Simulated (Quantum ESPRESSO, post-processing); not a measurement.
# 1T-PtS2, 1 layer: a series in biaxial strain, part 6 of 6

What law, if any, do the results for 1T-PtS2, 1 layer follow against biaxial strain?

Quantum ESPRESSO 7.5; plane-wave DFT, PBE, GBRV ultrasoft pseudopotentials.

So far. Step 9 (Relaxing the ions, 3 %): The relaxation lowers the energy by 13 meV an atom.

### 11. Relaxation with pw.x, 4 %

m8.relax.in

```
&control
  prefix = 'm8.relax'
  outdir = './out'
  pseudo_dir = './pseudo'
  nstep = 40
  forc_conv_thr = 0.0003
  calculation = 'relax'
  tstress = .true.
/
&system
  ibrav = 0
  nat = 3
  ntyp = 2
  ecutwfc = 50
  ecutrho = 250
  occupations = 'smearing'
  smearing = 'fd'
  degauss = 0.002
/
&electrons
  conv_thr = 1e-09
  mixing_beta = 0.4
  electron_maxstep = 120
  mixing_mode = 'plain'
/
&ions
/
ATOMIC_SPECIES
  S   32.0600  s_pbe_v1.4.uspp.F.UPF
  Pt  195.0840  pt_pbe_v1.4.uspp.F.UPF
CELL_PARAMETERS angstrom
  3.71549370088000 0.00000000000000 0.00000000000000
  -1.85774684992000 3.21771193224000 0.00000000000000
  0.00000000000000 0.00000000000000 17.01408639300000
ATOMIC_POSITIONS crystal
  S   0.666666666700 0.333333333300 0.427769311600
  Pt  0.000000000000 0.000000000000 0.500000000000
  S   0.333333333300 0.666666666700 0.572230688400
K_POINTS automatic
  12 12 1 0 0 0
```

The run is started by

```bash
OMP_NUM_THREADS=1 mpirun -n 4 pw.x -nk 4 -in m8.relax.in > m8.relax.out
```

The program printed:

```text
[banner, memory and clock lines left out]
Program PWSCF v.7.5 starts
[...]
Message from routine setup:
[...]
number of electrons       =        28.00
     number of Kohn-Sham states=           18
     kinetic-energy cutoff     =      50.0000  Ry
     charge density cutoff     =     250.0000  Ry
[...]
number of k points=    19  Fermi-Dirac smearing, width (Ry)=  0.0020
[...]
Dense  grid:    91739 G-vectors     FFT dimensions: (  36,  36, 162)
[...]
negative rho (up, down):  1.850E-01 0.000E+00
     Starting wfcs are   20 randomized atomic wfcs
[...]
negative rho (up, down):  1.740E-01 0.000E+00
[...]
estimated scf accuracy    <       2.37858257 Ry
[...]
negative rho (up, down):  1.765E-01 0.000E+00
[...]
estimated scf accuracy    <       1.65192437 Ry
[...]
negative rho (up, down):  1.745E-01 0.000E+00
[...]
estimated scf accuracy    <       0.02900877 Ry
[...]
negative rho (up, down):  1.741E-01 0.000E+00
[...]
estimated scf accuracy    <       0.02883631 Ry
[...]
negative rho (up, down):  1.740E-01 0.000E+00
[...]
estimated scf accuracy    <       0.01211192 Ry
[...]
negative rho (up, down):  1.739E-01 0.000E+00
[...]
estimated scf accuracy    <       0.00021358 Ry
[...]
negative rho (up, down):  1.740E-01 0.000E+00
[...]
estimated scf accuracy    <       0.00001312 Ry
[...]
negative rho (up, down):  1.740E-01 0.000E+00
[...]
estimated scf accuracy    <       0.00000157 Ry
[...]
negative rho (up, down):  1.740E-01 0.000E+00
[...]
estimated scf accuracy    <       0.00000094 Ry
[...]
negative rho (up, down):  1.740E-01 0.000E+00
[...]
estimated scf accuracy    <          5.3E-09 Ry
[...]
negative rho (up, down):  1.740E-01 0.000E+00
[...]
estimated scf accuracy    <          7.2E-09 Ry
[...]
negative rho (up, down):  1.740E-01 0.000E+00
[...]
estimated scf accuracy    <          1.9E-09 Ry
[...]
negative rho (up, down):  1.740E-01 0.000E+00
[...]
the Fermi energy is    -1.1129 ev
!    total energy              =    -258.96024834 Ry
     estimated scf accuracy    <          2.2E-10 Ry
     smearing contrib. (-TS)   =      -0.00000000 Ry
     internal energy E=F+TS    =    -258.96024834 Ry
[...]
one-electron contribution =    -866.15167402 Ry
     hartree contribution      =     436.09280650 Ry
     xc contribution           =     -73.51510343 Ry
     ewald contribution        =     244.61372261 Ry
     convergence has been achieved in  13 iterations
     negative rho (up, down):  1.740E-01 0.000E+00
[...]
Total force =     0.044477     Total SCF correction =     0.000034
[...]
negative rho (up, down):  1.740E-01 0.000E+00
[...]
negative rho (up, down):  1.740E-01 0.000E+00
[...]
negative rho (up, down):  1.740E-01 0.000E+00
[...]
estimated scf accuracy    <       0.00003999 Ry
[...]
negative rho (up, down):  1.740E-01 0.000E+00
[...]
estimated scf accuracy    <       0.00001929 Ry
[...]
negative rho (up, down):  1.740E-01 0.000E+00
[...]
estimated scf accuracy    <       0.00000480 Ry
[...]
negative rho (up, down):  1.740E-01 0.000E+00
[...]
estimated scf accuracy    <       0.00000024 Ry
[...]
negative rho (up, down):  1.740E-01 0.000E+00
[...]
estimated scf accuracy    <       0.00000005 Ry
[...]
negative rho (up, down):  1.740E-01 0.000E+00
[...]
estimated scf accuracy    <          3.9E-09 Ry
[...]
negative rho (up, down):  1.740E-01 0.000E+00
[...]
the Fermi energy is    -1.0841 ev
!    total energy              =    -258.96202535 Ry
     estimated scf accuracy    <          8.0E-10 Ry
     smearing contrib. (-TS)   =      -0.00000000 Ry
     internal energy E=F+TS    =    -258.96202535 Ry
[...]
one-electron contribution =    -869.29016884 Ry
     hartree contribution      =     437.64237633 Ry
     xc contribution           =     -73.53339510 Ry
     ewald contribution        =     246.21916227 Ry
     convergence has been achieved in   7 iterations
     negative rho (up, down):  1.740E-01 0.000E+00
[...]
Total force =     0.035384     Total SCF correction =     0.000035
[...]
negative rho (up, down):  1.740E-01 0.000E+00
[...]
negative rho (up, down):  1.740E-01 0.000E+00
[...]
negative rho (up, down):  1.739E-01 0.000E+00
[...]
estimated scf accuracy    <       0.00004885 Ry
[...]
negative rho (up, down):  1.739E-01 0.000E+00
[...]
estimated scf accuracy    <       0.00002280 Ry
[...]
negative rho (up, down):  1.739E-01 0.000E+00
[...]
estimated scf accuracy    <       0.00000575 Ry
[...]
negative rho (up, down):  1.739E-01 0.000E+00
[...]
estimated scf accuracy    <       0.00000028 Ry
[...]
negative rho (up, down):  1.739E-01 0.000E+00
[...]
estimated scf accuracy    <       0.00000006 Ry
[...]
negative rho (up, down):  1.739E-01 0.000E+00
[...]
estimated scf accuracy    <          5.2E-09 Ry
[...]
negative rho (up, down):  1.739E-01 0.000E+00
[...]
estimated scf accuracy    <          9.1E-10 Ry
[...]
negative rho (up, down):  1.739E-01 0.000E+00
[...]
the Fermi energy is    -1.0546 ev
!    total energy              =    -258.96350645 Ry
     estimated scf accuracy    <          3.6E-11 Ry
     smearing contrib. (-TS)   =      -0.00000000 Ry
     internal energy E=F+TS    =    -258.96350645 Ry
[...]
one-electron contribution =    -872.72835972 Ry
     hartree contribution      =     439.33940705 Ry
     xc contribution           =     -73.55373613 Ry
     ewald contribution        =     247.97918236 Ry
     convergence has been achieved in   8 iterations
     negative rho (up, down):  1.739E-01 0.000E+00
[...]
Total force =     0.025105     Total SCF correction =     0.000011
[...]
negative rho (up, down):  1.739E-01 0.000E+00
[...]
negative rho (up, down):  1.739E-01 0.000E+00
[...]
negative rho (up, down):  1.738E-01 0.000E+00
[...]
estimated scf accuracy    <       0.00010847 Ry
[...]
negative rho (up, down):  1.738E-01 0.000E+00
[...]
estimated scf accuracy    <       0.00004883 Ry
[...]
negative rho (up, down):  1.738E-01 0.000E+00
[...]
estimated scf accuracy    <       0.00001270 Ry
[...]
negative rho (up, down):  1.738E-01 0.000E+00
[...]
estimated scf accuracy    <       0.00000065 Ry
[...]
negative rho (up, down):  1.738E-01 0.000E+00
[...]
estimated scf accuracy    <       0.00000011 Ry
[...]
negative rho (up, down):  1.738E-01 0.000E+00
[...]
estimated scf accuracy    <          3.3E-09 Ry
[...]
negative rho (up, down):  1.738E-01 0.000E+00
[...]
estimated scf accuracy    <          7.5E-10 Ry
[...]
negative rho (up, down):  1.738E-01 0.000E+00
[...]
the Fermi energy is    -1.0151 ev
!    total energy              =    -258.96476451 Ry
     estimated scf accuracy    <          6.7E-11 Ry
     smearing contrib. (-TS)   =      -0.00000000 Ry
     internal energy E=F+TS    =    -258.96476451 Ry
[...]
one-electron contribution =    -877.85786671 Ry
     hartree contribution      =     441.87117267 Ry
     xc contribution           =     -73.58472235 Ry
     ewald contribution        =     250.60665189 Ry
     convergence has been achieved in   8 iterations
     negative rho (up, down):  1.738E-01 0.000E+00
[...]
Total force =     0.009068     Total SCF correction =     0.000016
[...]
negative rho (up, down):  1.738E-01 0.000E+00
[...]
negative rho (up, down):  1.738E-01 0.000E+00
[...]
negative rho (up, down):  1.737E-01 0.000E+00
[...]
estimated scf accuracy    <       0.00003437 Ry
[...]
negative rho (up, down):  1.737E-01 0.000E+00
[...]
estimated scf accuracy    <       0.00001473 Ry
[...]
negative rho (up, down):  1.737E-01 0.000E+00
[...]
estimated scf accuracy    <       0.00000404 Ry
[...]
negative rho (up, down):  1.737E-01 0.000E+00
[...]
estimated scf accuracy    <       0.00000022 Ry
[...]
negative rho (up, down):  1.737E-01 0.000E+00
[...]
estimated scf accuracy    <       0.00000004 Ry
[...]
negative rho (up, down):  1.737E-01 0.000E+00
[...]
estimated scf accuracy    <          1.9E-09 Ry
[...]
negative rho (up, down):  1.737E-01 0.000E+00
[...]
estimated scf accuracy    <          2.0E-09 Ry
[...]
negative rho (up, down):  1.737E-01 0.000E+00
[...]
the Fermi energy is    -0.9956 ev
!    total energy              =    -258.96494807 Ry
     estimated scf accuracy    <          1.8E-11 Ry
     smearing contrib. (-TS)   =      -0.00000000 Ry
     internal energy E=F+TS    =    -258.96494807 Ry
[...]
one-electron contribution =    -880.74292849 Ry
     hartree contribution      =     443.29523540 Ry
     xc contribution           =     -73.60248920 Ry
     ewald contribution        =     252.08523422 Ry
     convergence has been achieved in   8 iterations
     negative rho (up, down):  1.737E-01 0.000E+00
[...]
Total force =     0.000240     Total SCF correction =     0.000005
[...]
negative rho (up, down):  1.737E-01 0.000E+00
[...]
negative rho (up, down):  1.737E-01 0.000E+00
[...]
negative rho (up, down):  1.737E-01 0.000E+00
[...]
estimated scf accuracy    <       0.00000002 Ry
[...]
negative rho (up, down):  1.737E-01 0.000E+00
[...]
estimated scf accuracy    <          9.7E-09 Ry
[...]
negative rho (up, down):  1.737E-01 0.000E+00
[...]
estimated scf accuracy    <          2.6E-09 Ry
[...]
negative rho (up, down):  1.737E-01 0.000E+00
[...]
estimated scf accuracy    <          1.4E-10 Ry
[...]
negative rho (up, down):  1.737E-01 0.000E+00
[...]
estimated scf accuracy    <          3.3E-11 Ry
[...]
negative rho (up, down):  1.737E-01 0.000E+00
[...]
the Fermi energy is    -0.9962 ev
!    total energy              =    -258.96494820 Ry
     estimated scf accuracy    <          2.8E-12 Ry
     smearing contrib. (-TS)   =      -0.00000000 Ry
     internal energy E=F+TS    =    -258.96494820 Ry
[...]
one-electron contribution =    -880.66881396 Ry
     hartree contribution      =     443.25867324 Ry
     xc contribution           =     -73.60203154 Ry
     ewald contribution        =     252.04722406 Ry
     convergence has been achieved in   6 iterations
     negative rho (up, down):  1.737E-01 0.000E+00
[...]
Total force =     0.000001     Total SCF correction =     0.000003
[...]
negative rho (up, down):  1.737E-01 0.000E+00
[...]
```

Elapsed: 67 s, on 4 MPI ranks of AMD EPYC 9R14 (Zen 4), shared host; peak memory 0.71 GiB.

Relaxation path:

| step | energy less that of the first step (eV) | largest force (eV/Å) |
| --- | --- | --- |
| 1 | 0.0000 | 0.8086 |
| 2 | -0.0242 | 0.6433 |
| 3 | -0.0443 | 0.4564 |
| 4 | -0.0614 | 0.1649 |
| 5 | -0.0639 | 0.0044 |
| 6 | -0.0639 | 0.0000 |

The atoms that moved most (Å):

| atom | dx | dy | dz | length |
| --- | --- | --- | --- | --- |
| S1 | 0.000 | 0.000 | 0.078 | 0.078 |
| S3 | 0.000 | 0.000 | -0.078 | 0.078 |

Final coordinates:

```cif
data_structure
_symmetry_space_group_name_H-M 'P 1'
_symmetry_Int_Tables_number 1
_cell_length_a 3.7155
_cell_length_b 3.7155
_cell_length_c 17.0141
_cell_angle_alpha 90.000
_cell_angle_beta 90.000
_cell_angle_gamma 120.000
_cell_volume 203.41
loop_
_atom_site_label
_atom_site_type_symbol
_atom_site_fract_x
_atom_site_fract_y
_atom_site_fract_z
_atom_site_occupancy
S1 S 0.66667 0.33333 0.43233 1
Pt2 Pt 0.00000 0.00000 0.50000 1
S3 S 0.33333 0.66667 0.56767 1
```

The relaxation lowers the energy by 21 meV an atom.

Read from the output:

| Item | Value |
| --- | --- |
| free energy | -3523.3976 eV |
| Fermi energy | -0.9962 eV |

### 12. Ground state, 4 %

m8.scf.in

```
&control
  prefix = 'm8.scf'
  outdir = './out'
  pseudo_dir = './pseudo'
  calculation = 'scf'
  tprnfor = .true.
/
&system
  ibrav = 0
  nat = 3
  ntyp = 2
  ecutwfc = 40
  ecutrho = 200
  occupations = 'smearing'
  smearing = 'fd'
  degauss = 0.002
  nbnd = 18
/
&electrons
  conv_thr = 1e-09
  mixing_beta = 0.4
  electron_maxstep = 120
  mixing_mode = 'plain'
/
ATOMIC_SPECIES
  S   32.0600  s_pbe_v1.4.uspp.F.UPF
  Pt  195.0840  pt_pbe_v1.4.uspp.F.UPF
CELL_PARAMETERS angstrom
  3.71549370088000 0.00000000000000 0.00000000000000
  -1.85774684992000 3.21771193224000 0.00000000000000
  0.00000000000000 0.00000000000000 17.01408639300000
ATOMIC_POSITIONS crystal
  S   0.666666666700 0.333333333300 0.432326597100
  Pt  0.000000000000 0.000000000000 0.500000000000
  S   0.333333333300 0.666666666700 0.567673402900
K_POINTS automatic
  12 12 1 0 0 0
```

The run is started by

```bash
OMP_NUM_THREADS=1 mpirun -n 4 pw.x -nk 4 -in m8.scf.in > m8.scf.out
```

The program printed:

```text
[banner, memory and clock lines left out]
Program PWSCF v.7.5 starts
[...]
Message from routine setup:
[...]
number of electrons       =        28.00
     number of Kohn-Sham states=           18
     kinetic-energy cutoff     =      40.0000  Ry
     charge density cutoff     =     200.0000  Ry
[...]
number of k points=    19  Fermi-Dirac smearing, width (Ry)=  0.0020
[...]
Dense  grid:    65557 G-vectors     FFT dimensions: (  32,  32, 150)
[...]
negative rho (up, down):  1.835E-01 0.000E+00
     Starting wfcs are   20 randomized atomic wfcs
[...]
negative rho (up, down):  1.726E-01 0.000E+00
[...]
estimated scf accuracy    <       2.35099846 Ry
[...]
negative rho (up, down):  1.751E-01 0.000E+00
[...]
estimated scf accuracy    <       1.41754142 Ry
[...]
negative rho (up, down):  1.736E-01 0.000E+00
[...]
estimated scf accuracy    <       0.02560989 Ry
[...]
negative rho (up, down):  1.735E-01 0.000E+00
[...]
estimated scf accuracy    <       0.02421475 Ry
[...]
negative rho (up, down):  1.735E-01 0.000E+00
[...]
estimated scf accuracy    <       0.00821315 Ry
[...]
negative rho (up, down):  1.735E-01 0.000E+00
[...]
estimated scf accuracy    <       0.00030268 Ry
[...]
negative rho (up, down):  1.736E-01 0.000E+00
[...]
estimated scf accuracy    <       0.00002215 Ry
[...]
negative rho (up, down):  1.736E-01 0.000E+00
[...]
estimated scf accuracy    <       0.00000122 Ry
[...]
negative rho (up, down):  1.736E-01 0.000E+00
[...]
estimated scf accuracy    <       0.00000059 Ry
[...]
negative rho (up, down):  1.737E-01 0.000E+00
[...]
estimated scf accuracy    <       0.00000002 Ry
[...]
negative rho (up, down):  1.737E-01 0.000E+00
[...]
estimated scf accuracy    <          4.5E-09 Ry
[...]
negative rho (up, down):  1.737E-01 0.000E+00
[...]
the Fermi energy is    -1.1982 ev
!    total energy              =    -258.96345748 Ry
     estimated scf accuracy    <          8.6E-11 Ry
     smearing contrib. (-TS)   =      -0.00000000 Ry
     internal energy E=F+TS    =    -258.96345748 Ry
[...]
one-electron contribution =    -880.66213251 Ry
     hartree contribution      =     443.25503423 Ry
     xc contribution           =     -73.60358321 Ry
     ewald contribution        =     252.04722401 Ry
     convergence has been achieved in  12 iterations
     negative rho (up, down):  1.737E-01 0.000E+00
[...]
Total force =     0.000035     Total SCF correction =     0.000010
[...]
```

It took 11 s on 4 MPI ranks; peak memory 0.51 GiB; 42 s of CPU time.

Numbers from this step:

| Property | Result |
| --- | --- |
| free energy | -3523.3773 eV |
| Fermi energy | -1.198 eV |
| valence top, on the run's zero | -1.884 eV |
| conduction bottom, on the run's zero | -0.4127 eV |
| gap by band count | 1.472 eV |

### 13. The series side by side

The series in one table, energies over the lowest:

| biaxial strain | energy (eV) | gap along the path (eV) | upper vacuum level over the valence top of the mesh (eV) | lower vacuum level over that top (eV) |
| --- | --- | --- | --- | --- |
| -4 % | 0.1286 | 1.74 | 6.246 | 6.246 |
| -3 % | 0.0719 | 1.826 | 6.311 | 6.311 |
| -2 % | 0.0319 | 1.845 | 6.335 | 6.335 |
| -1 % | 0.0080 | 1.82 | 6.357 | 6.357 |
| 0 % | 0.0000 | 1.771 | 6.357 | 6.357 |
| 1 % | 0.0071 | 1.707 | 6.345 | 6.345 |
| 2 % | 0.0287 | 1.635 | 6.326 | 6.326 |
| 3 % | 0.0645 | 1.555 | 6.3 | 6.3 |
| 4 % | 0.1136 | 1.472 | 6.272 | 6.272 |

### 14. The arithmetic

A parabola through the energies within ±2 % has E = 75.80 eV × ε² -0.072 eV × ε; for the curvature, over A = 11.053 Å² this is 75.80 × 1/11.053 × 16.02 = 110 N/m.

### 15. Summary of results

```
C11 + C12                                                               : 110 N/m
gap along the path, at -4 % and at 4 %                                  : 1.74, 1.47 eV
upper vacuum level over the valence top of the mesh, at -4 % and at 4 % : 6.25, 6.27 eV
lower vacuum level over that top, at -4 % and at 4 %                    : 6.25, 6.27 eV
```

The series holds 9 members; C11 + C12: 110 N/m (PBE, GBRV ultrasoft). The energy is lowest near zero strain. From -4 % to 4 % the gap along the path goes from 1.74 to 1.47 eV by way of 1.85 at -2 %. From -4 % to 4 % the upper vacuum level over the valence top of the mesh goes from 6.25 to 6.27 eV by way of 6.36 at 0 %. From -4 % to 4 % the lower vacuum level over that top goes from 6.25 to 6.27 eV by way of 6.36 at 0 %. Semilocal gaps are too small; the 1×1 cell can't ripple over many cells under compression as a free sheet would. No spin-orbit coupling.

[Logs are printed without paths, hosts, clocks, repeated set-up lines and the standing remarks that a program may print on its own settings, such as how far it seeks lower states.]

[Hosts, paths, dates, database ids (printed as entryN), source tags and the programs' standing remarks are cut or masked in the printed files.]

[Maps of the electrostatic potential energy from Ansatz leave out the sawtooth potential of an applied field or a dipole correction, so their vacuum need not be flat; planar profiles and work functions include it.]
